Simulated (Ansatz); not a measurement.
# Ir wire along [100], 45 atoms a period: bands along the axis

What gap, if any, does the Ir wire along [100], 45 atoms a period have, and how many channels would it open?

Method: DFT PBE, plane waves, PAW; relaxation of a wire's period; PAW set soft_1, in the first sound run; inputs show where later runs differ, in Ansatz 0.2.0.

## Step 1: The starting structure

The cell holds 45 atoms: 45 Ir. Cell: a = 18.410 Å, b = 18.410 Å, c = 3.870 Å, α = 90.0°, β = 90.0°, γ = 90.0°. Vacuum lies along a and b. The structure's axis is c.

## Step 2: Relaxation of atoms and period

Band widths follow the bond lengths, so the wire is relaxed first. The atoms and the third cell vector are free; the box across stays fixed as vacuum. A Fermi-Dirac smearing is set since the result may be a metal. The pressure printed is a third of the stress's trace over the whole box, vacuum included; only the stress along the axis is relaxed.

File input.yaml:

```yaml
crystal:
  lattice:
    - [18.41, 0.0, 0.0]
    - [0.0, 18.41, 0.0]
    - [0.0, 0.0, 3.87]
  atoms:
    - { symbol: Ir, position: [0.184682238, 0.394894079, 0.0] }
    - { symbol: Ir, position: [0.184682238, 0.605105921, 0.0] }
    - { symbol: Ir, position: [0.289788159, 0.289788159, 0.0] }
    - { symbol: Ir, position: [0.289788159, 0.5, 0.0] }
    - { symbol: Ir, position: [0.289788159, 0.710211841, 0.0] }
    - { symbol: Ir, position: [0.394894079, 0.184682238, 0.0] }
    - { symbol: Ir, position: [0.394894079, 0.394894079, 0.0] }
    - { symbol: Ir, position: [0.394894079, 0.605105921, 0.0] }
    - { symbol: Ir, position: [0.394894079, 0.815317762, 0.0] }
    - { symbol: Ir, position: [0.5, 0.289788159, 0.0] }
    - { symbol: Ir, position: [0.5, 0.5, 0.0] }
    - { symbol: Ir, position: [0.5, 0.710211841, 0.0] }
    - { symbol: Ir, position: [0.605105921, 0.184682238, 0.0] }
    - { symbol: Ir, position: [0.605105921, 0.394894079, 0.0] }
    - { symbol: Ir, position: [0.605105921, 0.605105921, 0.0] }
    - { symbol: Ir, position: [0.605105921, 0.815317762, 0.0] }
    - { symbol: Ir, position: [0.710211841, 0.289788159, 0.0] }
    - { symbol: Ir, position: [0.710211841, 0.5, 0.0] }
    - { symbol: Ir, position: [0.710211841, 0.710211841, 0.0] }
    - { symbol: Ir, position: [0.815317762, 0.394894079, 0.0] }
    - { symbol: Ir, position: [0.815317762, 0.605105921, 0.0] }
    - { symbol: Ir, position: [0.184682238, 0.289788159, 0.5] }
    - { symbol: Ir, position: [0.184682238, 0.5, 0.5] }
    - { symbol: Ir, position: [0.184682238, 0.710211841, 0.5] }
    - { symbol: Ir, position: [0.289788159, 0.184682238, 0.5] }
    - { symbol: Ir, position: [0.289788159, 0.394894079, 0.5] }
    - { symbol: Ir, position: [0.289788159, 0.605105921, 0.5] }
    - { symbol: Ir, position: [0.289788159, 0.815317762, 0.5] }
    - { symbol: Ir, position: [0.394894079, 0.289788159, 0.5] }
    - { symbol: Ir, position: [0.394894079, 0.5, 0.5] }
    - { symbol: Ir, position: [0.394894079, 0.710211841, 0.5] }
    - { symbol: Ir, position: [0.5, 0.184682238, 0.5] }
    - { symbol: Ir, position: [0.5, 0.394894079, 0.5] }
    - { symbol: Ir, position: [0.5, 0.605105921, 0.5] }
    - { symbol: Ir, position: [0.5, 0.815317762, 0.5] }
    - { symbol: Ir, position: [0.605105921, 0.289788159, 0.5] }
    - { symbol: Ir, position: [0.605105921, 0.5, 0.5] }
    - { symbol: Ir, position: [0.605105921, 0.710211841, 0.5] }
    - { symbol: Ir, position: [0.710211841, 0.184682238, 0.5] }
    - { symbol: Ir, position: [0.710211841, 0.394894079, 0.5] }
    - { symbol: Ir, position: [0.710211841, 0.605105921, 0.5] }
    - { symbol: Ir, position: [0.710211841, 0.815317762, 0.5] }
    - { symbol: Ir, position: [0.815317762, 0.289788159, 0.5] }
    - { symbol: Ir, position: [0.815317762, 0.5, 0.5] }
    - { symbol: Ir, position: [0.815317762, 0.710211841, 0.5] }
kpoints:
  mp_grid: { grid: [1, 1, 21] }
scf:
  occupations: { method: fermi_dirac, width: 0.05 }
hamiltonian:
  xc: pbe
  pseudopotentials: { kind: paw, azcp: { folder: soft_1 } }
relax:
  cell: { fix: [a, b, alpha, beta, gamma] }
  max_steps: 45
  f_tol: 0.03
```

On the command line:

```bash
> ansatz run input.yaml --threads 16 --pin off --max-ram 61440MiB --backend cuda --events-out ev --progress --plain --runs-dir out --max-vram 78GiB
```

Numbers of over 12 decimals in the logs are rounded to 6 here.

The program printed:

```text
Engine: ansatz 0.2.0, aarch64-unknown-linux-gnu
Pseudopotentials: kind: paw
Pseudopotential: Ir, paw, valence charge 17, recommended cutoff 420 eV (normal), soft_1/Ir.paw.azcp
Functional definition: PBE
  parameter kappa = 0.804
  parameter beta = 0.066725
  exchange = pbe_x(kappa = kappa, mu = beta*pi^2/3)
  correlation = pbe_c(beta = beta)
[...]
Crystal: 45 atoms, lattice volume = 1311.652 Å³
Basis set: ecut = 420 eV, 25745 PW (Γ), exchange–correlation on 250×250×54 points (8 copies of the dense FFT grid, shifted against one another)
Bands: 459, of which v1, the nominal top of the filled ones, is band 383 counted from 1 (382 counted from 0)
Symmetry: 16 space group operations
Space group: P4/mmm (ITA 123), of the structure as read, at distance tolerance 1.1e-4 Å
k-points: 11 of 21
Non-local potential: Ir, projectors of the file, l = 0: 3, l = 1: 2, l = 2: 2, l = 3: 1
PAW form: soft (Blöchl's): semilocal exchange-correlation on the pseudo side does not see the compensation charge
PAW one-centre angular grid: Ir, 590 points (default); XC on 64 Gauss nodes
Initial density: superposition of atomic densities (neutral atoms: chi_scale 0, normalization atom)
Initial wavefunctions: pseudopotential atomic-orbital guess
[...]
Functional: x = pbe(κ = 0.804, μ = 0.219515), c = pbe(β = 0.066725)
SCF iter   1: F=—  HF=-537127.768631 eV  |F-HF|=—  |Δ(HF+E_count)|=         —  Δρ=3.59e-2  dr2=3.00e1  ethr=3.10e-3  ⟨swp⟩=7.1  Hψ=19897  notcnv=0  defer=190
preconditioner: auto → LDOS  [metal: Δε(μ)=0.036 eV  Ē_g=5.726 eV  σ=0.050 eV  W_gap=0.18  n_scr=370 (ndim 8)  ℏωp=20.6 eV  f_vac=0.397  D(μ)=61.58/eV (n_scr^D=546)  β→1.0]
SCF iter   2: F=—  HF=-537128.087006 eV  |F-HF|=—  |Δ(HF+E_count)|=   3.18e-1  Δρ=3.40e-2  dr2=3.24e1  ethr=3.10e-3  ⟨swp⟩=3.1  Hψ=11940  notcnv=0  defer=344
[...]
SCF iter  12: F=-537120.660123 eV  HF=-537120.660123 eV  |F-HF|=1.02e-8  |Δ(HF+E_count)|=   6.64e-9  Δρ=8.55e-7  dr2=1.93e-8  ethr=1.31e-11  ⟨swp⟩=4.5  Hψ=15550  notcnv=0
SCF 1 converged in 12 iterations: F = -537120.660123 eV  dr2 = 1.93e-8
  greatest PAW one-centre occupation: 1.000 electrons in one spin orbital (limit 2), on the Ir atom at site 10 (counted from 0), in its partial waves of l = 0
relax step   1: F+E_penalty+E_count = -537120.66012295 eV  Δ(F+E_penalty+E_count) = +0.000e0 eV  max|allowed force component| = 1.708e0 eV/Å  Δτ_max = 0.0000 Å  P = -6.758 GPa  Ω = 1311.652 Å³  fix = [a, b, alpha, beta, gamma]  reactions: a -6.504, b -6.504 GPa  (12 SCF iters, dr2 threshold 1.00e-7 eV, accepted)
[...]
Crystal: 45 atoms, lattice volume = 1256.751 Å³
Basis set: ecut = 420 eV, 24513 PW (Γ), exchange–correlation on 250×250×54 points (8 copies of the dense FFT grid, shifted against one another)
[...]
SCF iter   1: F=—  HF=-537121.789274 eV  |F-HF|=—  |Δ(HF+E_count)|=         —  Δρ=1.99e-2  dr2=2.37e1  ethr=3.10e-3  ⟨swp⟩=6.1  Hψ=18296  notcnv=0  defer=61
preconditioner: auto → LDOS  [metal: Δε(μ)=0.008 eV  Ē_g=6.171 eV  σ=0.050 eV  W_gap=0.04  n_scr=370 (ndim 8)  ℏωp=21.1 eV  f_vac=0.423  D(μ)=50.57/eV (n_scr^D=434)  β→1.0]
SCF iter   2: F=—  HF=-537121.397549 eV  |F-HF|=—  |Δ(HF+E_count)|=   3.92e-1  Δρ=7.69e-3  dr2=1.39e0  ethr=3.10e-3  ⟨swp⟩=2.0  Hψ=6823  notcnv=0  defer=327
[...]
SCF iter   8: F=-537121.091418 eV  HF=-537121.091418 eV  |F-HF|=6.70e-7  |Δ(HF+E_count)|=   5.55e-7  Δρ=1.04e-5  dr2=2.11e-6  ethr=5.88e-10  ⟨swp⟩=5.0  Hψ=18264  notcnv=0
SCF 2 converged in 8 iterations: F = -537121.091418 eV  dr2 = 2.11e-6
  greatest PAW one-centre occupation: 1.000 electrons in one spin orbital (limit 2), on the Ir atom at site 17 (counted from 0), in its partial waves of l = 0
relax step   2: F+E_penalty+E_count = -537121.09141775 eV  Δ(F+E_penalty+E_count) = -4.313e-1 eV  max|allowed force component| = 1.828e0 eV/Å  Δτ_max = 0.1954 Å  P = +7.204 GPa  Ω = 1256.751 Å³  energy of the carried Pulay correction = +1.357e-2 eV  fix = [a, b, alpha, beta, gamma]  reactions: a +5.710, b +5.710 GPa  (8 SCF iters, dr2 threshold 4.50e-6 eV, accepted)
[...]
Crystal: 45 atoms, lattice volume = 1301.742 Å³
[...]
iter 1 solved again at ethr=3.67e-4 eV; its pass at ethr=3.10e-3 eV (dr2=2.81e0 eV) is discarded
[...]
SCF 3 converged in 7 iterations: F = -537123.060117 eV  dr2 = 3.55e-6
[...]
SCF 4 converged in 7 iterations: F = -537122.916996 eV  dr2 = 2.94e-6
[...]
SCF 5 converged in 11 iterations: F = -537123.179749 eV  dr2 = 2.27e-10
[...]
SCF 6 converged in 7 iterations: F = -537123.163025 eV  dr2 = 1.93e-7
[...]
SCF 7 converged in 10 iterations: F = -537123.183759 eV  dr2 = 6.38e-11
[...]
SCF 8 converged in 5 iterations: F = -537123.179145 eV  dr2 = 3.11e-10
[...]
SCF converged after 5 iterations
[...]
--- Relaxed structure (7 steps of the walk, 5 accepted, 1 SCFs on fresh bases) ---
  F+E_penalty+E_count = -537123.17914453 eV   max|allowed force component| = 1.656e-2 eV/Å   (the final SCF, on the basis selected at the relaxed cell)
  cell:  # Å, volume = 1295.1209 Å³
    - [18.41, 0.0, 0.0]
    - [0.0, 18.41, 0.0]
    - [0.0, 0.0, 3.821226]
  atoms:
    - { symbol: Ir, position: [0.189860, 0.394754, 0.0] }
    - { symbol: Ir, position: [0.189860, 0.605246, 0.0] }
    - { symbol: Ir, position: [0.285647, 0.285647, 0.0] }
    - { symbol: Ir, position: [0.290560, 0.5, 0.0] }
    - { symbol: Ir, position: [0.285647, 0.714353, 0.0] }
    - { symbol: Ir, position: [0.394754, 0.189860, 0.0] }
    - { symbol: Ir, position: [0.395673, 0.395673, 0.0] }
    - { symbol: Ir, position: [0.395673, 0.604327, 0.0] }
    - { symbol: Ir, position: [0.394754, 0.810140, 0.0] }
    - { symbol: Ir, position: [0.5, 0.290560, 0.0] }
    - { symbol: Ir, position: [0.5, 0.5, 0.0] }
    - { symbol: Ir, position: [0.5, 0.709440, 0.0] }
    - { symbol: Ir, position: [0.605246, 0.189860, 0.0] }
    - { symbol: Ir, position: [0.604327, 0.395673, 0.0] }
    - { symbol: Ir, position: [0.604327, 0.604327, 0.0] }
    - { symbol: Ir, position: [0.605246, 0.810140, 0.0] }
    - { symbol: Ir, position: [0.714353, 0.285647, 0.0] }
    - { symbol: Ir, position: [0.709440, 0.5, 0.0] }
    - { symbol: Ir, position: [0.714353, 0.714353, 0.0] }
    - { symbol: Ir, position: [0.810140, 0.394754, 0.0] }
    - { symbol: Ir, position: [0.810140, 0.605246, 0.0] }
    - { symbol: Ir, position: [0.191468, 0.294632, 0.5] }
    - { symbol: Ir, position: [0.189900, 0.5, 0.5] }
    - { symbol: Ir, position: [0.191468, 0.705368, 0.5] }
    - { symbol: Ir, position: [0.294632, 0.191468, 0.5] }
    - { symbol: Ir, position: [0.290647, 0.396208, 0.5] }
    - { symbol: Ir, position: [0.290647, 0.603792, 0.5] }
    - { symbol: Ir, position: [0.294632, 0.808532, 0.5] }
    - { symbol: Ir, position: [0.396208, 0.290647, 0.5] }
    - { symbol: Ir, position: [0.394283, 0.5, 0.5] }
    - { symbol: Ir, position: [0.396208, 0.709353, 0.5] }
    - { symbol: Ir, position: [0.5, 0.189900, 0.5] }
    - { symbol: Ir, position: [0.5, 0.394283, 0.5] }
    - { symbol: Ir, position: [0.5, 0.605717, 0.5] }
    - { symbol: Ir, position: [0.5, 0.810100, 0.5] }
    - { symbol: Ir, position: [0.603792, 0.290647, 0.5] }
    - { symbol: Ir, position: [0.605717, 0.5, 0.5] }
    - { symbol: Ir, position: [0.603792, 0.709353, 0.5] }
    - { symbol: Ir, position: [0.705368, 0.191468, 0.5] }
    - { symbol: Ir, position: [0.709353, 0.396208, 0.5] }
    - { symbol: Ir, position: [0.709353, 0.603792, 0.5] }
    - { symbol: Ir, position: [0.705368, 0.808532, 0.5] }
    - { symbol: Ir, position: [0.808532, 0.294632, 0.5] }
    - { symbol: Ir, position: [0.810100, 0.5, 0.5] }
    - { symbol: Ir, position: [0.808532, 0.705368, 0.5] }
```

It took 15 s on 1 × NVIDIA GB200 with 16 threads of Arm Neoverse V2, shared host; peak memory 1.6 GiB.

Step by step:

| step | energy less that of the first step (eV) | largest force component (eV/Å) | pressure (GPa) | volume (Å³) |
| --- | --- | --- | --- | --- |
| 1 | 0.0000 | 1.7084 | -6.76 | 1311.65 |
| 2 | -0.4313 | 1.8280 | 7.20 | 1256.75 |
| 3 | -2.4000 | 0.3826 | -0.58 | 1301.74 |
| 4 | -2.2569 | 0.4852 | -0.14 | 1294.75 |
| 5 | -2.5196 | 0.0692 | -0.22 | 1294.94 |
| 6 | -2.5029 | 0.2133 | 0.09 | 1294.86 |
| 7 | -2.5236 | 0.0164 | 0.00 | 1295.12 |
| 8 | -2.5190 | 0.0166 | 0.00 | 1295.12 |

The log counts 1 steps on a newly chosen plane-wave basis, not all of them marked here; energy and pressure can jump at such steps. Relaxation steps 4, 6 were tried and not accepted.

Forces are held to the 16 operations that the run works with; a distortion that breaks them can't arise in this run.

| cell as run | before | after | change |
| --- | --- | --- | --- |
| c (Å) | 3.870 | 3.821 | -1.3 % |

The atoms that moved most (Å, along periodic axes as changes of fractional coordinates times the final cell, across vacuum about the mean position):

| atom | dx | dy | dz | length |
| --- | --- | --- | --- | --- |
| Ir39 | -0.089 | 0.125 | 0.000 | 0.153 |
| Ir24 | 0.125 | -0.089 | 0.000 | 0.153 |
| Ir25 | 0.089 | 0.125 | 0.000 | 0.153 |
| Ir22 | 0.125 | 0.089 | 0.000 | 0.153 |
| Ir45 | -0.125 | -0.089 | 0.000 | 0.153 |
| Ir42 | -0.089 | -0.125 | 0.000 | 0.153 |
| Ir43 | -0.125 | 0.089 | 0.000 | 0.153 |
| Ir28 | 0.089 | -0.125 | 0.000 | 0.153 |

Numbers from this step:

```yaml
energy_at_zero_smearing: -537122.9467 eV
cell_length_along_the_wire: 3.821 Å
```

The cell's length comes to 3.821 Å with spin left out.

## Step 3: Bands of the perfect wire

This step: DFT PBE, plane waves, PAW; bands of a perfect wire; PAW set soft_1 (Ansatz 0.2.0).

At the relaxed period the bands are computed along the axis; those that cross an energy going forward count the channels that a perfect wire would open there.

File input.yaml:

```yaml
crystal:
  lattice:
    - [18.41, 0.0, 0.0]
    - [0.0, 18.41, 0.0]
    - [0.0, 0.0, 3.8212261912]
  atoms:
    - { symbol: Ir, position: [0.189859538, 0.39475425, 0.0] }
    - { symbol: Ir, position: [0.189859538, 0.60524575, 0.0] }
    - { symbol: Ir, position: [0.285646879, 0.285646879, 0.0] }
    - { symbol: Ir, position: [0.290560141, 0.5, 0.0] }
    - { symbol: Ir, position: [0.285646879, 0.714353121, 0.0] }
    - { symbol: Ir, position: [0.39475425, 0.189859538, 0.0] }
    - { symbol: Ir, position: [0.395673481, 0.395673481, 0.0] }
    - { symbol: Ir, position: [0.395673481, 0.604326519, 0.0] }
    - { symbol: Ir, position: [0.39475425, 0.810140462, 0.0] }
    - { symbol: Ir, position: [0.5, 0.290560141, 0.0] }
    - { symbol: Ir, position: [0.5, 0.5, 0.0] }
    - { symbol: Ir, position: [0.5, 0.709439859, 0.0] }
    - { symbol: Ir, position: [0.60524575, 0.189859538, 0.0] }
    - { symbol: Ir, position: [0.604326519, 0.395673481, 0.0] }
    - { symbol: Ir, position: [0.604326519, 0.604326519, 0.0] }
    - { symbol: Ir, position: [0.60524575, 0.810140462, 0.0] }
    - { symbol: Ir, position: [0.714353121, 0.285646879, 0.0] }
    - { symbol: Ir, position: [0.709439859, 0.5, 0.0] }
    - { symbol: Ir, position: [0.714353121, 0.714353121, 0.0] }
    - { symbol: Ir, position: [0.810140462, 0.39475425, 0.0] }
    - { symbol: Ir, position: [0.810140462, 0.60524575, 0.0] }
    - { symbol: Ir, position: [0.191468359, 0.29463175, 0.5] }
    - { symbol: Ir, position: [0.189900396, 0.5, 0.5] }
    - { symbol: Ir, position: [0.191468359, 0.70536825, 0.5] }
    - { symbol: Ir, position: [0.29463175, 0.191468359, 0.5] }
    - { symbol: Ir, position: [0.290647092, 0.396207743, 0.5] }
    - { symbol: Ir, position: [0.290647092, 0.603792257, 0.5] }
    - { symbol: Ir, position: [0.29463175, 0.808531641, 0.5] }
    - { symbol: Ir, position: [0.396207743, 0.290647092, 0.5] }
    - { symbol: Ir, position: [0.394282981, 0.5, 0.5] }
    - { symbol: Ir, position: [0.396207743, 0.709352908, 0.5] }
    - { symbol: Ir, position: [0.5, 0.189900396, 0.5] }
    - { symbol: Ir, position: [0.5, 0.394282981, 0.5] }
    - { symbol: Ir, position: [0.5, 0.605717019, 0.5] }
    - { symbol: Ir, position: [0.5, 0.810099604, 0.5] }
    - { symbol: Ir, position: [0.603792257, 0.290647092, 0.5] }
    - { symbol: Ir, position: [0.605717019, 0.5, 0.5] }
    - { symbol: Ir, position: [0.603792257, 0.709352908, 0.5] }
    - { symbol: Ir, position: [0.70536825, 0.191468359, 0.5] }
    - { symbol: Ir, position: [0.709352908, 0.396207743, 0.5] }
    - { symbol: Ir, position: [0.709352908, 0.603792257, 0.5] }
    - { symbol: Ir, position: [0.70536825, 0.808531641, 0.5] }
    - { symbol: Ir, position: [0.808531641, 0.29463175, 0.5] }
    - { symbol: Ir, position: [0.810099604, 0.5, 0.5] }
    - { symbol: Ir, position: [0.808531641, 0.70536825, 0.5] }
kpoints:
  mp_grid: { grid: [1, 1, 21] }
  band_path: { path: ["Γ", Z], npoints: 90 }
scf:
  occupations: { method: fermi_dirac, width: 0.05 }
hamiltonian:
  xc: pbe
  pseudopotentials: { kind: paw, azcp: { folder: soft_1 } }
output:
  dos: { e_range: [-5, 4] }
  write_potential: true
  write_density: true
  volumetric_format: npy
```

The program printed:

```text
[...]
Crystal: 45 atoms, lattice volume = 1295.121 Å³
Basis set: ecut = 420 eV, 25361 PW (Γ)
Bands: 459, of which v1, the nominal top of the filled ones, is band 383 counted from 1 (382 counted from 0)
[... 1 set-up line as in the run before ...]
[...]
k-points: 11 of 21
[...]
SCF iter   1: F=—  HF=-537130.624906 eV  |F-HF|=—  |Δ(HF+E_count)|=         —  Δρ=3.63e-2  dr2=3.23e1  ethr=3.10e-3  ⟨swp⟩=7.4  Hψ=20191  notcnv=0  defer=230
[...]
SCF iter   6: F=—  HF=-537123.190181 eV  |F-HF|=—  |Δ(HF+E_count)|=   3.62e-3  Δρ=4.04e-4  dr2=4.02e-3  ethr=4.12e-6  ⟨swp⟩=3.0  Hψ=8229  notcnv=0  defer=327
[...]
SCF iter  10: F=—  HF=-537123.179545 eV  |F-HF|=—  |Δ(HF+E_count)|=   7.25e-8  Δρ=6.24e-6  dr2=1.24e-6  ethr=1.27e-9  ⟨swp⟩=2.0  Hψ=6995  notcnv=0  defer=327
[...]
SCF iter  12: F=-537123.179545 eV  HF=-537123.179545 eV  |F-HF|=1.77e-8  |Δ(HF+E_count)|=   1.05e-9  Δρ=9.84e-7  dr2=2.75e-8  ethr=1.31e-11  ⟨swp⟩=12.6  Hψ=16992  notcnv=0
SCF 1 converged in 12 iterations: F = -537123.179545 eV  dr2 = 2.75e-8
[...]
NSCF: frozen V_eff on 91 k-points
[...]
SCF converged after 12 iterations
[...]
```

It took 14 s on 1 × NVIDIA GB200 with 16 threads; peak memory 3.5 GiB.

Numbers from this step:

* energy at zero smearing: -537122.9471 eV
* band gap on the path through both edges: 0 eV

The electronic bands at the labelled points (eV, zero at the Fermi level; # counts the bands kept):

| point | #38 | #39 | #40 | #41 | #42 | #43 | #44 | #45 |
| --- | --- | --- | --- | --- | --- | --- | --- | --- |
| Γ | -0.15 | -0.08 | 0.03 | 0.07 | 0.07 | 0.13 | 0.13 | 0.24 |
| halfway | -0.20 | -0.16 | -0.04 | -0.04 | -0.01 | -0.01 | -0.01 | 0.09 |
| Z | -0.09 | -0.09 | -0.08 | -0.07 | -0.07 | 0.00 | 0.01 | 0.02 |

Between Γ and Z the bands cross the Fermi level 24 times, so a perfect wire would conduct at least 24 G₀, with spin left out.

## Step 4: Outcome

| Property | Result |
| --- | --- |
| cell length, PBE | 3.821 Å |
| ballistic conductance by band crossings, a lower bound, PBE | 24 G₀ |

What this shows: Under PBE the cell's length is 3.82 Å, and the bands cross the Fermi level 24 times between Γ and Z, which gives a perfect wire at least 24 G₀ (opposite crossings within one step of the path cancel in such a count). No spin was allowed, though thin wires with open d shells can turn magnetic. Spin-orbit coupling is left out, which matters for the bands of heavy atoms.

[Logs are printed without paths, hosts, clocks, repeated set-up lines and the standing remarks that a program may print on its own settings, such as how far it seeks lower states.]

[Hosts, paths, dates, database ids (printed as entryN), source tags and the programs' standing remarks are cut or masked in the printed files.]
